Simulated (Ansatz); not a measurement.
The compound is K2VCl6 (started from the K2PtCl6 type) (Fm-3m).

The structure was built from a prototype and need not be the compound's stable phase.

```xyz
9
Lattice="4.6528 0.0000 4.6528 4.6528 4.6528 0.0000 0.0000 4.6528 4.6528" Properties=species:S:1:pos:R:3 pbc="T T T"
K     2.3264    2.3264    2.3264
K     6.9793    6.9793    6.9793
V     0.0000    0.0000    0.0000
Cl    2.2696    4.6528    4.6528
Cl    7.0360    4.6528    4.6528
Cl    4.6528    4.6528    2.2696
Cl    4.6528    4.6528    7.0360
Cl    4.6528    2.2696    4.6528
Cl    4.6528    7.0360    4.6528
```

The structure was relaxed with LDA. The structure type comes from a generator and need not be one that this composition takes. The structure was generated from a model, not taken from a measurement. The runs that relaxed it are not among those shown. The program's search for lower electronic states was switched off, so nothing shows that the state found is the lowest. PAW set soft_2, made with PBE.

A constrained-RPA run (Ansatz 0.2.0; non-magnetic LDA; V d, bands v1 to c4, 2×2×2 mesh, medium accuracy) builds 5 functions on bands 2.8 eV wide, with 1.0 electrons in the window. The bare on-site interaction is 14.4 eV and the bare J 0.44 eV.

Estimate U, U′ and J.

On the V d shell, U = 3.22 eV (22 % of the bare value), U′ = 2.50 eV, J = 0.32 eV.

The parent state is non-magnetic and the interaction static (zero frequency); U depends on the window and the orbitals, so it belongs to this model alone. Coarse meshes can leave U off its limit, most where the target bands are metallic.

[Paths, hosts, dates, memory and timing lines, banners, echoed tables and standing remarks are left out of the program output.]

[Logs are printed without paths, hosts, clocks, repeated set-up lines and the standing remarks that a program may print on its own settings, such as how far it seeks lower states.]

[Runs of the session that timed out or met a known fault of the program may be left out.]

[Hosts, paths, dates, database ids (printed as entryN), source tags and the programs' standing remarks are cut or masked in the printed files.]
